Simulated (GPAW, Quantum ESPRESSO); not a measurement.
# Core-hole calculation of the Al K edge in Al2Ru (I4/mmm), part 4 of 4

Do two independent programs agree on the Al K edge of Al2Ru (I4/mmm)? The same cell and functional are run with XSpectra and with GPAW.

Quantum ESPRESSO 7.5 and GPAW 26.7.0; core-hole supercells, plane-wave PAW LDA.

So far. Step 9 (The field without a hole (GPAW)): The mesh shows no gap, so the system is treated as a metal and the core electron is put at the Fermi level (neutral cell). Step 10 (Spectrum without a core hole, Al atom 2 (GPAW)): Main maxima below 24 eV (height): 0.8 eV (0.35), 3.5 eV (0.85), 6.6 eV (1.07), 9.7 eV (1.46), 12.4 eV (1.34) and 15.6 eV (1.20). 

## (12) Spectrum with XCH, Al atom 2 (GPAW)

Level of this step: X-ray absorption from dipole matrix elements to empty bands, plane-wave PAW LDA (GPAW).

The holes are 6.5 Å apart. The excited electron is kept in the cell, where it fills the lowest empty states and screens the hole. After the field has converged, empty bands are computed with the density fixed and the dipole matrix elements are summed.

Input file xas.py:

```python
import numpy as np
from ase import Atoms
from ase.parallel import parprint, paropen
from gpaw import GPAW, PW, FermiDirac, Mixer, MixerDif, setup_paths
from gpaw.test import gen
setup_paths.insert(0, '.')
gen('Al', name='fch1s', xcname='LDA', corehole=(1, 0, 1), write_xml=True)
from gpaw.mpi import world
world.barrier()

atoms = Atoms('Ru5Al10',
    cell=[[1.56042162, 4.68126486, -4.22180559],
     [4.68126486, -1.56042162, -4.22180559],
     [-1.56042162, -4.68126486, -4.22180559]],
    scaled_positions=[[0, 0, 0],
     [0.2, 0.4, 0.4],
     [0.6, 0.2, 0.2],
     [0.4, 0.8, 0.8],
     [0.8, 0.6, 0.6],
     [0.65920219, 0, 0.65920219],
     [0.85920219, 0.4, 0.05920219],
     [0.25920219, 0.2, 0.85920219],
     [0.05920219, 0.8, 0.45920219],
     [0.45920219, 0.6, 0.25920219],
     [0.34079781, 0, 0.34079781],
     [0.54079781, 0.4, 0.74079781],
     [0.94079781, 0.2, 0.54079781],
     [0.74079781, 0.8, 0.14079781],
     [0.14079781, 0.6, 0.94079781]],
    pbc=True)
atoms.calc = calc = GPAW(legacy_gpaw=True, mode=PW(500), xc='LDA', setups={5: 'fch1s'},
    kpts={'size': (4, 4, 4), 'gamma': True}, occupations=FermiDirac(0.1),
    charge=-1, mixer=Mixer(0.1, 5, 50), maxiter=150,
    convergence={'density': 0.0001}, txt='scf.txt')
energy = atoms.get_potential_energy() + calc.get_reference_energy()
ef = calc.get_fermi_level()
out = dict(energy=energy, fermi=ef, forces=atoms.get_forces().tolist())
parprint(f'all-electron energy {energy:.4f} eV, Fermi level {ef:.4f} eV')
ev = np.array([[calc.get_eigenvalues(k, s) for k in range(len(calc.get_ibz_k_points()))] for s in range(calc.get_number_of_spins())])
out['homo'], out['lumo'], out['counts'] = ev[ev < ef].max(), ev[ev > ef].min(), sorted(set((ev < ef).sum((0, 2)).tolist()))
out['filled'] = (ev[:, 0] < ef).sum(1).tolist()

from ase.units import Ha
from gpaw.xas import dipole_matrix_elements
nb = int(calc.get_number_of_electrons() / 2) + 150
top, nb = nb, nb + 8 + nb // 12
nscf = calc.fixed_density(kpts={'size': (4, 4, 4), 'gamma': True}, nbands=nb,
    convergence={'bands': top, 'eigenstates': 1e-5}, maxiter=60, txt='nscf.txt')
cell = atoms.cell.array
ops = [cell.T @ U.T @ np.linalg.inv(cell.T) for U in nscf.wfs.kd.symmetry.op_scc]
E = np.arange(-6, 34, 0.1)
fwhm = np.interp(E, [4, 25], [0.9, 3.5])
Y, X, zero, highest = 0, 0, 1e9, 1e9
for spin in range(nscf.get_number_of_spins()):
    wfs = nscf.wfs
    A = dipole_matrix_elements(wfs.setups[5])
    eps = np.zeros((wfs.kd.nibzkpts, nb))
    d = np.zeros((3, A.shape[1], wfs.kd.nibzkpts, nb), complex)
    for kpt in wfs.kpt_u:
        if kpt.s == spin and 5 in kpt.P_ani:
            eps[kpt.k] = kpt.eps_n * Ha
            d[:, :, kpt.k] = (kpt.weight * wfs.nspins / 2) ** 0.5 * np.inner(A, kpt.P_ani[5])
    world.sum(eps)
    world.sum(d)
    T = np.einsum('amkn,bmkn->abkn', d, d.conj()).real
    T = sum(np.einsum('ai,ijkn,bj->abkn', R, T, R) for R in ops) / len(ops)
    empty = eps > ef
    zero, highest = min(zero, eps[empty].min()), min(highest, eps[:, top - 1].min())
    lines = [(eps, T, empty)] if spin == 0 else lines + [(eps, T, empty)]
for eps, T, empty in lines:
    f = np.einsum('aakn->akn', T).reshape(3, -1)
    x = eps.ravel() - zero
    w = np.interp(x, E, fwhm) / 2.35482
    g = np.exp(-0.5 * ((E[:, None] - x) / w) ** 2) / (w * (2 * np.pi) ** 0.5)
    Y = Y + (f * empty.ravel()) @ g.T
    X = X + (f * ~empty.ravel()) @ g.T
out.update(E=E.round(2).tolist(), xas=Y.tolist(), xes=X.tolist(), zero=zero, valid=highest - zero, nk=len(eps), nb=nb)
for i in range(0, len(E), 10):
    parprint(f'{E[i]:7.2f}', *(f'{v:10.3e}' for v in Y[:, i]))
import json
with paropen('out.json', 'w') as f:
    json.dump(out, f)
```

Started as:

```
$ OMP_NUM_THREADS=1 mpirun -n 4 gpaw python xas.py
```

Numbers of over 12 decimals in the logs are rounded to 6 here.

Output:

```text
Input parameters:
  charge: -1
  convergence: {density: 0.0001}
  kpts: {gamma: True,
         size: (4, 4, 4)}
  maxiter: 150
  mixer: {backend: pulay,
          beta: 0.1,
          method: separate,
          nmaxold: 5,
          weight: 50}
  mode: {ecut: 500.0,
         name: pw}
  occupations: {fixmagmom: False,
                name: fermi-dirac,
                width: 0.1}
  setups: {5: fch1s}

Initialize ...

[... PAW data sets ...]

Reference energy: -679828.249199  # eV

Spin-paired calculation

[... convergence settings ...]
Symmetries present (total): 4
  [... symmetry matrices ...]

64 k-points: 4 x 4 x 4 Monkhorst-Pack grid + [1/8,1/8,1/8]
14 k-points in the irreducible part of the Brillouin zone
       k-points in crystal coordinates                weights
   0:     0.00000000    0.00000000    0.00000000          1/64
   1:     0.25000000   -0.25000000    0.25000000          2/64
   2:     0.25000000    0.00000000   -0.25000000          4/64
   3:     0.25000000    0.25000000   -0.25000000          4/64
   4:     0.25000000    0.25000000    0.00000000          8/64
   5:     0.25000000    0.25000000    0.25000000          2/64
   6:     0.50000000    0.00000000    0.25000000          8/64
   7:     0.50000000    0.00000000    0.50000000          2/64
   8:     0.50000000    0.25000000   -0.25000000          8/64
   9:     0.50000000    0.25000000    0.00000000          8/64
          ...
  13:     0.50000000    0.50000000    0.50000000          1/64

Wave functions: Plane wave expansion
  Cutoff energy: 500.000 eV
  Number of coefficients (min, max): 5199, 5246
  Pulay-stress correction: 0.000000 eV/Ang^3 (de/decut=0.000000)
  Using FFTW library
  Wavefunction extrapolation:
    Improved wavefunction reuse through dual PAW basis

Occupation numbers: Fermi-Dirac:
  width: 0.1000  # eV

Eigensolver
   Davidson(niter=2)

Densities:
  Coarse grid: 35*35*35 grid
  Fine grid: 70*70*70 grid
  Total Charge: 0.000000

Density mixing:
  Method: separate
  Backend: pulay
  Linear mixing parameter: 0.1
  old densities: 5
  Width of damping distribution: 1.1
  Damping of long wavelength oscillations: 50

[... Hamiltonian set-up ...]
Number of atoms: 15
Number of atomic orbitals: 105
Number of bands in calculation: 71
Number of valence electrons: 111
Bands to converge: occupied

... initialized

Initializing position-dependent things.

Density initialized from atomic densities
Creating initial wave functions:
  71 bands from LCAO basis set

          Ru

          Al
               Ru  Al
             Ru
          Al     Al
               Al     Al
        Al     Al
             Al
                 Ru
           Al  Ru

Atomic positions and initial magnetic moments

Positions:
   0 Ru     0.000000    0.000000    0.000000    ( 0.0000,  0.0000,  0.0000)
   1 Ru     1.560422   -1.560422   -4.221806    ( 0.0000,  0.0000,  0.0000)
   2 Ru     1.560422    1.560422   -4.221806    ( 0.0000,  0.0000,  0.0000)
   3 Ru     3.120843   -3.120843   -8.443611    ( 0.0000,  0.0000,  0.0000)
   4 Ru     3.120843    0.000000   -8.443611    ( 0.0000,  0.0000,  0.0000)
   5 Al    -0.000000   -0.000000   -5.566047    ( 0.0000,  0.0000,  0.0000)
   6 Al     3.120843    3.120843   -5.566047    ( 0.0000,  0.0000,  0.0000)
[...]
12 Al     1.560422    1.560422   -7.099370    ( 0.0000,  0.0000,  0.0000)
  13 Al     4.681265    1.560422   -7.099370    ( 0.0000,  0.0000,  0.0000)
  14 Al     1.560422   -4.681265   -7.099370    ( 0.0000,  0.0000,  0.0000)

Unit cell:
           periodic     x           y           z      points  spacing
  1. axis:    yes    1.560422    4.681265   -4.221806    35     0.1537
  2. axis:    yes    4.681265   -1.560422   -4.221806    35     0.1410
  3. axis:    yes   -1.560422   -4.681265   -4.221806    35     0.1537

  Lengths:   6.494059   6.494059   6.494059
  Angles:   64.999029  98.901298  64.999029

Effective grid spacing dv^(1/3) = 0.1686

iter:   1  -125.007670
iter:   2  -119.529966   -1.05  -1.06
iter:   3  -116.648420   -0.76  -1.15
iter:   4  -117.118331   -1.47  -1.32
iter:   5  -116.158366   -1.79  -1.35
iter:   6  -116.296644   -1.53  -1.78
iter:   7  -116.240246   -2.98  -2.01
iter:   8  -116.083509   -2.14  -2.05
iter:   9  -116.339438   -2.11  -2.20
iter:  10  -116.067792   -2.10  -1.97
iter:  11  -116.071106   -3.05  -2.92
iter:  12  -116.072276c  -3.54  -2.99
iter:  13  -116.069398c  -4.01  -2.89
iter:  14  -116.069486c  -4.99  -3.70
iter:  15  -116.069417c  -6.14  -3.82
iter:  16  -116.069440c  -6.75  -4.05c
iter:  17  -116.069415c  -7.02  -4.21c
iter:  18  -116.069411c  -7.57c -4.52c

Converged after 18 iterations.

Dipole moment: (0.000000, -0.000000, -0.027738) |e|*Ang

Energy contributions relative to reference atoms: (reference = -679828.249199)

Kinetic:        +58.464840
Potential:      -50.585194
External:        +0.000000
XC:            -122.667149
Entropy (-ST):   -0.173765
Local:           -1.195025
SIC:             +0.000000
--------------------------
Free energy:   -116.156293
Extrapolated:  -116.069411

Showing only first 2 kpts
 Kpt  Band  Eigenvalues  Occupancy
  0    53      8.65766    2.00000
  0    54      9.09614    1.99995
  0    55     10.09707    1.32276
  0    56     10.09707    1.32276

  1    53      8.53679    2.00000
  1    54      9.23598    1.99981
  1    55     10.29563    0.42294
[...]
Fermi level: 10.16402

No gap
No difference between direct/indirect transitions

Forces in eV/Ang:
  0 Ru    0.00000   -0.00000    0.20325
  1 Ru   -0.31260    0.44139   -0.30524
  2 Ru   -0.44139   -0.31260   -0.30524
  3 Ru    0.44139    0.31260   -0.30524
  4 Ru    0.31260   -0.44139   -0.30524
  5 Al    0.00000    0.00000    0.59000
  6 Al   -0.07734   -0.01824    0.10749
[...]
12 Al   -0.05449   -0.05752    0.01792
 13 Al    0.05449    0.05752    0.01792
 14 Al    0.05752   -0.05449    0.01792
Scalar-relativistic atomic LDA calculation for Al (Aluminium, Z=13)
Core hole in 1s state (1s occupation: 1.0)
450 radial gridpoints.
|------------------------------------------------|
|------------------------------------------------|
[... the atom generator's iteration count ...]

Energy contributions:
-------------------------
Kinetic:     +183.893595
XC:           -14.209497
Potential:   -353.628519
-------------------------
Total:       -183.944421

state      eigenvalue         ekin         rmax
-----------------------------------------------
1s^1.0 :   -60.362648    82.057235        0.077
2s^2.0 :    -5.188665    12.296859        0.473
2p^6.0 :    -3.893101    12.072890        0.390
3s^2.0 :    -0.683483     1.740987        1.779
3p^1.0 :    -0.437761     1.323330        2.009
-----------------------------------------------
(units: Bohr and Hartree)

Generating PAW setup
Kinetic energy of the core from tauc = 179.402319
Cutoffs:
rc(s)=2.050
rc(p)=2.050
rc(d)=2.050
rc(vbar)=1.845
rc(comp)=2.050
rc(nct)=2.050

Kinetic energy of the core states: 179.088292
Charge: 1.0
Core electrons: 9.0
Valence electrons: 3.0
Pseudo-core charge: 0.169630
Shape function alpha=2.380
Pseudo-electron charge 3.431685
state    eigenvalue         norm
--------------------------------
3s(2) :    -0.683483     1.126964
*s    :     0.316517
3p(1) :    -0.437761     1.008127
*p    :     0.562239
*d    :     0.000000
--------------------------------

Diagonalizing with gridspacing h=0.050

state   all-electron     PAW
-------------------------------
3s:      -0.683483    -0.683641
3p:      -0.437761    -0.437937
*d:                   -0.137096
*f:                   -0.021062
-------------------------------
all-electron energy -679944.3186 eV, Fermi level 10.1640 eV
[...]
31.00  6.062e-06  6.062e-06  5.564e-06
  32.00  6.624e-06  6.624e-06  6.293e-06
  33.00  6.917e-06  6.917e-06  6.805e-06
```

Run time: 2.9 min. Hardware: 4 MPI ranks of Arm Neoverse V2, shared host; peak memory 0.5 GiB; 12 min of CPU time.

The Al K spectrum, Al atom 2, excited-electron core hole (neutral cell) (energy from the lowest empty level; intensity scaled to a mean of 1 over the first 20 eV; polarised curves are means over the symmetry-equivalent atoms):

| E (eV) | isotropic | ε ⊥ c | ε ∥ c |
| --- | --- | --- | --- |
| -2.0 | 0.00 | 0.00 | 0.00 |
| -1.5 | 0.00 | 0.00 | 0.00 |
| -1.0 | 0.00 | 0.00 | 0.00 |
| -0.5 | 0.05 | 0.07 | 0.01 |
| 0.0 | 0.26 | 0.35 | 0.10 |
| 0.5 | 0.46 | 0.57 | 0.23 |
| 1.0 | 0.54 | 0.62 | 0.39 |
| 1.5 | 0.63 | 0.66 | 0.56 |
| 2.0 | 0.88 | 0.99 | 0.66 |
| 2.5 | 1.28 | 1.48 | 0.86 |
| 3.0 | 1.34 | 1.46 | 1.08 |
| 3.5 | 1.20 | 1.18 | 1.23 |
| 4.0 | 1.17 | 1.08 | 1.36 |
| 4.5 | 1.29 | 1.21 | 1.44 |
| 5.0 | 1.39 | 1.36 | 1.46 |
| 5.5 | 1.33 | 1.30 | 1.40 |
| 6.0 | 1.16 | 1.08 | 1.31 |
| 6.5 | 1.06 | 1.01 | 1.15 |
| 7.0 | 1.03 | 1.02 | 1.06 |
| 7.5 | 1.18 | 1.14 | 1.28 |
| 8.0 | 1.46 | 1.33 | 1.72 |
| 8.5 | 1.56 | 1.38 | 1.91 |
| 9.0 | 1.41 | 1.28 | 1.65 |
| 9.5 | 1.21 | 1.19 | 1.26 |
| 10.0 | 1.11 | 1.17 | 0.97 |
| 10.5 | 1.08 | 1.19 | 0.86 |
| 11.0 | 1.08 | 1.19 | 0.86 |
| 11.5 | 1.07 | 1.16 | 0.89 |
| 12.0 | 1.03 | 1.09 | 0.90 |
| 12.5 | 0.98 | 1.02 | 0.90 |
| 13.0 | 0.93 | 0.95 | 0.88 |
| 13.5 | 0.90 | 0.91 | 0.88 |
| 14.0 | 0.90 | 0.90 | 0.89 |
| 14.5 | 0.90 | 0.91 | 0.89 |
| 15.0 | 0.89 | 0.90 | 0.88 |
| 15.5 | 0.87 | 0.87 | 0.85 |
| 16.0 | 0.83 | 0.83 | 0.83 |
| 16.5 | 0.79 | 0.77 | 0.85 |
| 17.0 | 0.77 | 0.71 | 0.88 |
| 17.5 | 0.76 | 0.67 | 0.94 |
| 18.0 | 0.76 | 0.65 | 0.98 |
| 18.5 | 0.75 | 0.64 | 0.99 |
| 19.0 | 0.74 | 0.63 | 0.94 |
| 19.5 | 0.71 | 0.63 | 0.87 |
| 20.0 | 0.68 | 0.62 | 0.80 |
| 20.5 | 0.66 | 0.61 | 0.76 |
| 21.0 | 0.66 | 0.61 | 0.76 |
| 21.5 | 0.66 | 0.61 | 0.77 |
| 22.0 | 0.67 | 0.62 | 0.78 |
| 22.5 | 0.68 | 0.64 | 0.77 |
| 23.0 | 0.70 | 0.67 | 0.75 |
| 23.5 | 0.71 | 0.70 | 0.71 |
| 24.0 | 0.72 | 0.74 | 0.67 |
| 24.5 | 0.73 | 0.78 | 0.61 |
| 25.0 | 0.73 | 0.81 | 0.57 |
| 25.5 | 0.72 | 0.82 | 0.53 |
| 26.0 | 0.72 | 0.82 | 0.50 |
| 26.5 | 0.71 | 0.81 | 0.49 |
| 27.0 | 0.70 | 0.80 | 0.49 |
| 27.5 | 0.69 | 0.78 | 0.50 |
| 28.0 | 0.68 | 0.76 | 0.52 |
| 28.5 | 0.68 | 0.75 | 0.54 |
| 29.0 | 0.69 | 0.74 | 0.57 |
| 29.5 | 0.70 | 0.74 | 0.61 |
| 30.0 | 0.72 | 0.76 | 0.65 |
| 30.5 | 0.76 | 0.78 | 0.70 |
| 31.0 | 0.80 | 0.82 | 0.75 |
| 31.5 | 0.84 | 0.86 | 0.80 |
| 32.0 | 0.88 | 0.90 | 0.85 |

Main maxima below 24 eV (height): 2.8 eV (1.37), 5.1 eV (1.40) and 8.4 eV (1.56). 

The total-energy difference is 1563.37 eV. With the free-atom term of -13.88 eV for this edge, the photon energy is 1549.49 eV.

## (13) The two programs side by side

The line shapes differ (Lorentzian half width 0.4 eV up to 4 eV, rising linearly to 1.75 eV at 25 eV (not a setting of the program: the run's 0.4 eV curve was folded afterwards with a further Lorentzian above 4 eV), against Gaussian full width 0.9 eV up to 4 eV, rising linearly to 3.5 eV at 25 eV), so both get a further Gaussian of 1.5 eV full width before they are compared; the Lorentzian tails remain.

| E (eV) | XSpectra | GPAW |
| --- | --- | --- |
| -2.00 | 0.08 | 0.00 |
| -1.25 | 0.12 | 0.03 |
| -0.50 | 0.22 | 0.13 |
| 0.25 | 0.39 | 0.34 |
| 1.00 | 0.60 | 0.55 |
| 1.75 | 0.83 | 0.82 |
| 2.50 | 1.06 | 1.11 |
| 3.25 | 1.20 | 1.23 |
| 4.00 | 1.26 | 1.24 |
| 4.75 | 1.27 | 1.30 |
| 5.50 | 1.23 | 1.27 |
| 6.25 | 1.19 | 1.15 |
| 7.00 | 1.19 | 1.14 |
| 7.75 | 1.26 | 1.30 |
| 8.50 | 1.30 | 1.41 |
| 9.25 | 1.25 | 1.31 |
| 10.00 | 1.16 | 1.16 |
| 10.75 | 1.09 | 1.09 |
| 11.50 | 1.05 | 1.05 |
| 12.25 | 1.01 | 1.00 |
| 13.00 | 0.96 | 0.94 |
| 13.75 | 0.93 | 0.91 |
| 14.50 | 0.91 | 0.89 |
| 15.25 | 0.89 | 0.87 |
| 16.00 | 0.85 | 0.83 |
| 16.75 | 0.82 | 0.79 |
| 17.50 | 0.80 | 0.76 |
| 18.25 | 0.79 | 0.75 |
| 19.00 | 0.77 | 0.73 |
| 19.75 | 0.74 | 0.70 |
| 20.50 | 0.73 | 0.67 |
| 21.25 | 0.72 | 0.67 |
| 22.00 | 0.72 | 0.67 |
| 22.75 | 0.73 | 0.69 |
| 23.50 | 0.73 | 0.71 |
| 24.25 | 0.74 | 0.72 |
| 25.00 | 0.74 | 0.72 |
| 25.75 | 0.73 | 0.72 |
| 26.50 | 0.73 | 0.71 |
| 27.25 | 0.73 | 0.69 |
| 28.00 | 0.73 | 0.68 |
| 28.75 | 0.75 | 0.69 |
| 29.50 | 0.78 | 0.71 |
| 30.25 | 0.81 | 0.75 |
| 31.00 | 0.85 | 0.80 |
| 31.75 | 0.88 | 0.86 |

|  | XSpectra | GPAW |
| --- | --- | --- |
| k mesh of the spectrum | 6×6×6 | 4×4×4 |
| cutoff (eV) | 707 | 500 |
| highest intensity below 16 eV after the common broadening, eV (height) | 8.6 (1.30) | 8.5 (1.41) |
| zero, corrected photon energy (eV) | 1549.6 | 1549.5 |
| core time, hole field and spectrum | 47 min | 12 min |

## (14) What came out

* absorber and edge: Al K, atom 2 of the ground-state input (counted from 1)
* surroundings: 4 Ru at 2.58 Å, 5 Al at 2.69 Å, 1 Ru at 2.88 Å and 4 Al at 3.12 Å (14-fold, site symmetry 4mm)
* highest intensity below 16 eV (XSpectra, narrow line): 8.7 eV above the zero, height 1.46
* photon energy of the zero, with the added terms: 1549.6 eV (raw 1563.5 eV; LDA puts this hole about 7 eV below PBE, itself good to a few eV)

The two programs agree closely: 5 % r.m.s. remains over the first 14 eV after a relative shift of 0.0 eV, and their photon-energy zeros differ by 0.1 eV. In XSpectra the Al K edge of atom 2, with 4 Ru at 2.58 Å, 5 Al at 2.69 Å, 1 Ru at 2.88 Å and 4 Al at 3.12 Å (14-fold, site symmetry 4mm), has its highest intensity of the first 16 eV at 8.7 eV above the zero, near 1558 eV in photon energy (LDA puts this hole about 7 eV below PBE, itself good to a few eV), 1.5 times the mean level of the first 20 eV (Lorentzian half width 0.4 eV). In XSpectra, at the Al K edge of atom 2 polarisation matters most near 18.3 eV, where the curves differ by 0.6 on this scale. 3 further runs of this session are left out of this account as redundant. Lifetime broadening is put in by hand, and intensities beyond about 20 eV depend on it and on the partial waves; weight that the partial waves miss at high energy is lost. The structure is a computed Materials Project entry and may be a hypothetical form.

[Banner, clock and machine lines of the logs are left out without a mark of their own.]

[Logs are printed without paths, hosts, clocks, repeated set-up lines and the standing remarks that a program may print on its own settings, such as how far it seeks lower states.]

[Hosts, paths, dates, database ids (printed as entryN), source tags and the programs' standing remarks are cut or masked in the printed files.]

[Lists of maxima count a maximum above −3 eV only where it reaches 4 % of the highest in the window and stands out from its surroundings by 2 % of it (1.5 % where it reaches 55 %); shoulders and weaker maxima are passed over, and of the rest the first, up to two pre-edge ones and the few strongest are named.]
